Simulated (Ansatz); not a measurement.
# Which site? B in place of C in C(110) slab, H on both faces (240 atoms), part 2 of 3

Aim: make B in place of C at several sites of C(110) slab, H on both faces (240 atoms), relax each, and compare their energies.

Ansatz 0.2.0; Kohn-Sham DFT, PBE+D3(BJ), PAW (set soft_2), plane waves.

The cell: 180 C and 60 H. The Brillouin zone is sampled at Γ only, in a cell whose shortest periodic width is 11 Å.

So far. Step 2 (Single point at the start): The r.m.s. force at the start is 1.0 eV/Å. Step 3 (Relaxation): The relaxation converged after 4 steps, 7.21 eV below its start, with a largest force component of 0.029 eV/Å.

### Step 4. Single point at the relaxed geometry

One more single point at the end of the walk gives the fuller output and checks the residual forces.

The input, input.yaml:

```yaml
crystal:
  lattice:
    - [12.61125, 0.0, 0.0]
    - [0.0, 10.701, 0.0]
    - [0.0, 0.0, 18.08559]
  atoms:
    - { symbol: C, position: [0.89988, 0.1656, 0.3275] }
    - { symbol: C, position: [0.99983, 0.08578, 0.32749] }
    - { symbol: C, position: [0.99986, 0.00044, 0.39561] }
    - { symbol: C, position: [0.89986, 0.25103, 0.39558] }
    - { symbol: C, position: [0.89982, 0.16744, 0.4653] }
    - { symbol: C, position: [0.99983, 0.08402, 0.46532] }
    [... 228 atom lines left out ...]
    - { symbol: H, position: [0.59996, 0.72161, 0.72355] }
    - { symbol: H, position: [0.49985, 0.8631, 0.72348] }
    - { symbol: H, position: [0.69977, 0.88835, 0.27671] }
    - { symbol: H, position: [0.79958, 0.69658, 0.27664] }
    - { symbol: H, position: [0.79989, 0.72146, 0.72357] }
    - { symbol: H, position: [0.69995, 0.86319, 0.72351] }
kpoints:
  mp_grid: { grid: [1, 1, 1] }
hamiltonian:
  xc: pbe
  dispersion: d3bj
scf:
  occupations: { method: gaussian, width: 0.025 }
output:
  forces: true
  populations: true
  dos:
    method: { smearing: { sigma: 0.08 } }
    de: 0.1
    projected:
      site_lists:
        C: [C]
        H: [H]
        hydrogen: [180, 181, 182, 183, 184, 185, 186, 187, 188, 189, 190, 191, 192, 193, 194, 195, 196, 197, 198, 199, 200, 201, 202, 203, 204, 205, 206, 207, 208, 209, 210, 211, 212, 213, 214, 215, 216, 217, 218, 219, 220, 221, 222, 223, 224, 225, 226, 227, 228, 229, 230, 231, 232, 233, 234, 235, 236, 237, 238, 239]
  eigenvalues: true
  write_density: true
  write_potential: true
  volumetric_format: npy
  elf: true
```

Command:

```bash
ansatz run input.yaml --threads 4 --pin off --max-ram 15872MiB --backend cpu --events-out ev --progress --plain --runs-dir out
```

Numbers of over 12 decimals in the logs are rounded to 6 here.

What it wrote:

```text
[...]
Crystal: 240 atoms, lattice volume = 2440.704 Å³
Basis set: ecut = 420 eV, 47673 PW (Γ), exchange–correlation on 180×144×250 points (8 copies of the dense FFT grid, shifted against one another)
Bands: 630, of which v1, the nominal top of the filled ones, is band 390 counted from 1 (389 counted from 0)
Symmetry: 1 space group operations
[...]
k-points: 1
[...]
SCF iter   1: F=—  HF=-46142.473510 eV  |F-HF|=—  |Δ(HF+E_count)|=         —  Δρ=4.05e-3  dr2=1.96e0  ethr=1.77e-3  ⟨swp⟩=8.0  Hψ=3143  notcnv=0  defer=172
[...]
SCF iter   8: F=-46142.116474 eV  HF=-46142.116474 eV  |F-HF|=1.18e-9  |Δ(HF+E_count)|=   5.74e-8  Δρ=7.08e-7  dr2=1.17e-8  ethr=1.28e-11  ⟨swp⟩=31.0  Hψ=7396  notcnv=0
SCF 1 converged in 8 iterations: F = -46142.116474 eV  dr2 = 1.17e-8
[...]
WARN: The output density's exchange-correlation potential varies sharply where the density is thin. Do not read a vacuum level from v_tot or v_xc, or from such a field of the output density. On a cell that repeats whose density bears no net charge and no dipole along the vacuum's axis use v_es (v_loc + v_h of the components); [...]
SCF converged after 8 iterations
Free energy (F): -46142.116474 eV
[...]
Internal energy: -46142.116474 eV  (E = F + TS)
E sigma→0 (E₀):  -46142.116474 eV
Fermi energy:    5.080841 eV
[...]
--- Forces (eV/Å), atoms counted from 1 ---
  atom   1  C     -0.00509061    -0.00098580    -0.00694119
  atom   2  C      0.01465161     0.00129291     0.00900952
  atom   3  C     -0.00584226    -0.01154285     0.00047484
  atom   4  C     -0.00403461     0.00239903    -0.00344169
  atom   5  C      0.00873875    -0.00898217    -0.00126634
  atom   6  C      0.00676918     0.00439615    -0.00247401
  atom   7  C      0.00544358     0.00571280     0.00187489
  atom   8  C      0.00298597     0.00782633     0.00054888
  atom   9  C      0.00131124     0.00657048     0.00450356
  atom  10  C     -0.01101557     0.00440190    -0.00394353
  atom  11  C     -0.00172393     0.00215111    -0.00840742
  atom  12  C      0.00065129    -0.01222625     0.00417797
  atom  13  C     -0.00560579    -0.00302562     0.00085279
  atom  14  C     -0.00314061    -0.00324385    -0.01206839
[...]
atom 239  H     -0.00212473     0.00474598    -0.00726000
  atom 240  H     -0.00330555    -0.00640101     0.00151449
  max |Σ_I F_I| component: 2.34e-5 eV/Å
--- Band table (eV) ---
[...]
--- Löwdin populations: 240 sites ---
  site symbol       q [e]
     0      C      4.1152
     1      C      4.1151
     2      C      3.9814
[...]
239      H      0.8525
  spilling = 0.004923 (of n_electrons = 780.000000)
```

Run time: 92 s. Hardware: 4 threads of Arm Neoverse V1, shared host; peak memory 3.7 GiB.

The program notes that the exchange-correlation potential is rough where the density is thin.

Numbers from this run:

```
free energy                                      : -46142.1165 eV
free energy per atom                             : -192.2588 eV/atom
SCF cycles                                       : 8
r.m.s. force component                           : 0.00689 eV/Å
longest force                                    : 0.03274 eV/Å
Fermi energy                                     : 5.081 eV
gap (highest filled to lowest empty level) : 2.223 eV
potential in mid-vacuum, over the Fermi level    : 2.076 eV
potential 4.5 Å over the upper face              : 2.076 eV
potential 4.5 Å under the lower face             : 2.082 eV
spilling of the projection                       : 0.004923
```

Löwdin charges by element (they lack the spilled electrons, 0.016 e an atom on average):

| element | coordination | atoms | mean charge (e) | spread | least | most |
| --- | --- | --- | --- | --- | --- | --- |
| C | all | 180 | -0.0278 | 0.0618 | -0.115 | 0.0187 |
| H | all | 60 | 0.147 | 1.0e-4 | 0.147 | 0.148 |

By region:

| region | atoms | mean length of the force (eV/Å) |
| --- | --- | --- |
| slab | 180 | 0.012 |
| hydrogen | 60 | 0.008 |

Density of states as counts of states in windows of 1 eV (from the Fermi level), total and the larger projections:

| from (eV) | to (eV) | total | C p | C s | H s | hydrogen |
| --- | --- | --- | --- | --- | --- | --- |
| -14 | -13 | 29.1 | 18.6 | 9.3 | 1.0 | 1.0 |
| -13 | -12 | 44.1 | 27.7 | 13.7 | 2.4 | 2.4 |
| -12 | -11 | 35.5 | 20.9 | 11.1 | 3.2 | 3.2 |
| -11 | -10 | 31.0 | 20.9 | 8.3 | 1.6 | 1.6 |
| -10 | -9 | 46.9 | 38.1 | 4.0 | 4.4 | 4.4 |
| -9 | -8 | 59.2 | 46.9 | 6.6 | 5.4 | 5.4 |
| -8 | -7 | 64.6 | 54.5 | 5.3 | 4.5 | 4.5 |
| -7 | -6 | 75.1 | 63.2 | 5.0 | 6.6 | 6.6 |
| -6 | -5 | 81.8 | 73.2 | 2.5 | 5.9 | 5.9 |
| -5 | -4 | 64.6 | 58.3 | 1.1 | 5.0 | 5.0 |
| -4 | -3 | 47.8 | 44.1 | 0.9 | 2.6 | 2.6 |
| -3 | -2 | 18.9 | 17.4 | 0.4 | 1.1 | 1.1 |
| -2 | -1 | 9.0 | 8.3 | 0.1 | 0.6 | 0.6 |
| -1 | 0 | 0.1 | 0.1 | 0.0 | 0.0 | 0.0 |
| 0 | 1 | 0.0 | 0.0 | 0.0 | 0.0 | 0.0 |
| 1 | 2 | 11.8 | 1.4 | 1.1 | 2.9 | 2.9 |
| 2 | 3 | 9.1 | 1.2 | 0.8 | 2.0 | 2.0 |
| 3 | 4 | 29.1 | 4.9 | 4.1 | 5.8 | 5.8 |
| 4 | 5 | 50.9 | 16.5 | 9.4 | 6.5 | 6.5 |

The curve was stored every 0.10 eV, coarse against its broadening of 0.08 eV, so these counts are rough.

Between -22 and -14 eV lie 172 more states.

The levels nearest the highest filled one (over half full), pooled over k-points and spins:

| level less the highest filled one (eV) | occupation |
| --- | --- |
| -0.917 | 2 |
| -0.916 | 2 |
| -0.868 | 2 |
| -0.847 | 2 |
| -0.508 | 2 |
| 0 | 2 |
| 2.22 | 0 |
| 2.23 | 0 |
| 2.96 | 0 |
| 2.96 | 0 |
| 2.98 | 0 |
| 2.98 | 0 |

Planar average of the electrostatic potential energy along the normal, with the Fermi level as zero, after a running mean with a triangular window 4 Å wide at its base:

| height (Å) | potential energy (eV) |
| --- | --- |
| 0.0 | 2.08 |
| 0.6 | 2.08 |
| 1.0 | 2.08 |
| 1.6 | 2.08 |
| 2.0 | 2.07 |
| 2.6 | 2.01 |
| 3.0 | 1.80 |
| 3.6 | 1.02 |
| 4.1 | -0.26 |
| 4.6 | -2.78 |
| 5.1 | -5.05 |
| 5.6 | -8.29 |
| 6.2 | -10.41 |
| 6.7 | -11.43 |
| 7.2 | -12.13 |
| 7.7 | -12.00 |
| 8.2 | -12.14 |
| 8.7 | -12.07 |
| 9.3 | -11.99 |
| 9.7 | -12.16 |
| 10.3 | -11.98 |
| 10.7 | -12.11 |
| 11.3 | -11.73 |
| 11.7 | -10.77 |
| 12.3 | -8.98 |
| 12.9 | -5.88 |
| 13.3 | -3.52 |
| 13.9 | -0.85 |
| 14.3 | 0.67 |
| 14.9 | 1.66 |
| 15.3 | 1.97 |
| 15.9 | 2.06 |
| 16.3 | 2.07 |
| 16.9 | 2.08 |
| 17.4 | 2.08 |
| 17.9 | 2.08 |

Valence density in the cb plane at fractional x = 0.100, with atoms of C and H within 0.2 Å of it. It is the smooth field of the valence electrons, not physical close to the nuclei.

Ten even steps from '0' (0.0 e/Å³) to '9' (1.8 e/Å³), each cell a mean:
```
0000000000000000001377410136752112685200000000000000
0000000000000134223699742359984235898520000000000000
0000000000000168777888877778887778888861000000000000
0000000000000026999533589963347997433541000000000000
0000000000000012686311258631114874100000000000000000
0000000000000001243100123310012331000000000000000000
0000000000000000111000011100001111000000000000000000
0000000000000000000123100012321001232100000000000000
0000000000000000001367410136752112575200000000000000
0000000000000133223699732359984225898520000000000000
0000000000000169777888877788887778878861000000000000
0000000000000026999533589963347997433541000000000000
0000000000000012686311258731124874100100000000000000
0000000000000001233100123310012331000000000000000000
0000000000000000011011011101101111110000000000000000
0000000000000000000122100012321001232100000000000000
0000000000000000001367410126742012575200000000000000
0000000000000134223699742369984335899520000000000000
0000000000000168777887877778787778878851000000000000
0000000000000136999633589964347997433541000000000000
0000000000000012686311258731124874100100000000000000
0000000000000001232100123310002331000000000000000000
0000000000000000111011011100101111000000000000000000
0000000000000000000122100012211001222100000000000000
```
Columns run along c (18.1 Å), rows up along b (10.7 Å). Atoms in or near the plane, at fractional coordinates: C at (0.33, 0.17), C at (0.40, 0.25), C at (0.47, 0.17), C at (0.53, 0.25), C at (0.60, 0.17), C at (0.67, 0.25), C at (0.33, 0.50), C at (0.40, 0.58), C at (0.47, 0.50), C at (0.53, 0.58), C at (0.60, 0.50), C at (0.67, 0.59), C at (0.33, 0.83), C at (0.40, 0.92) and more.

ELF in the cb plane at fractional x = 0.100, with atoms of C and H within 0.2 Å of it. It is the smooth field of the valence electrons, not physical close to the nuclei.

Values in units of 1e-1, 13 rows by 16 columns, each cell a mean:
```
0.0 0.0 0.0 1.6 5.6 3.7 5.0 3.4 5.0 4.0 4.6 5.2 2.0 0.0 0.0 0.0
0.0 0.0 0.1 4.2 9.4 6.4 6.6 6.0 6.8 6.5 6.8 8.8 7.2 0.3 0.0 0.0
0.0 0.0 0.0 0.4 3.4 5.0 2.5 5.1 2.7 4.6 3.5 3.3 2.0 0.1 0.0 0.0
0.0 0.0 0.0 0.1 0.6 1.6 1.2 1.6 1.2 1.4 1.3 0.8 0.2 0.0 0.0 0.0
0.0 0.0 0.0 0.5 2.5 1.8 5.0 1.7 4.8 2.4 4.0 3.8 0.5 0.0 0.0 0.0
0.0 0.0 0.1 4.4 9.6 7.0 5.6 6.6 5.9 6.8 6.3 8.1 6.4 0.3 0.0 0.0
0.0 0.0 0.0 1.5 5.8 4.8 4.4 4.7 4.6 4.8 4.8 6.2 4.2 0.1 0.0 0.0
0.0 0.0 0.0 0.1 1.0 3.2 0.8 3.2 0.9 2.6 1.6 0.5 0.2 0.0 0.0 0.0
0.0 0.0 0.0 0.2 0.9 1.0 4.1 0.9 3.9 1.6 3.2 2.7 0.2 0.0 0.0 0.0
0.0 0.0 0.0 3.2 8.2 5.8 4.8 5.4 5.0 5.6 5.2 6.6 4.2 0.1 0.0 0.0
0.0 0.0 0.0 3.0 8.1 5.2 6.2 4.9 6.3 5.5 6.2 8.3 6.4 0.3 0.0 0.0
0.0 0.0 0.0 0.1 1.8 4.6 1.2 4.6 1.4 3.9 2.4 1.2 0.6 0.0 0.0 0.0
0.0 0.0 0.0 0.1 0.4 0.9 2.3 0.8 2.2 1.1 1.9 1.5 0.1 0.0 0.0 0.0
```
Columns run along c (18.1 Å), rows up along b (10.7 Å). Atoms in or near the plane, at fractional coordinates: C at (0.33, 0.17), C at (0.40, 0.25), C at (0.47, 0.17), C at (0.53, 0.25), C at (0.60, 0.17), C at (0.67, 0.25), C at (0.33, 0.50), C at (0.40, 0.58), C at (0.47, 0.50), C at (0.53, 0.58), C at (0.60, 0.50), C at (0.67, 0.59), C at (0.33, 0.83), C at (0.40, 0.92) and more.

Filled and empty levels are parted by 2.22 eV at Γ alone; the mesh holds the band edges only if they fold onto it, so the gap at this level can be narrower or closed, and states at the surface or the caps may set it. Mean Löwdin charges: C -0.03, H +0.15 e (they miss 0.49 % of the electrons, so they add up to more than the cell's charge). Charges this small depend on the projection, at times even in sign. The potential stands 3.19 eV above the highest filled level over the upper face and 3.19 eV under the lower one, a reading of the ionisation potential at this level on the run's k-points.

(Continued in part 3 of 3.)

[Logs are printed without paths, hosts, clocks, repeated set-up lines and the standing remarks that a program may print on its own settings, such as how far it seeks lower states.]

[Hosts, paths, dates, database ids (printed as entryN), source tags and the programs' standing remarks are cut or masked in the printed files.]
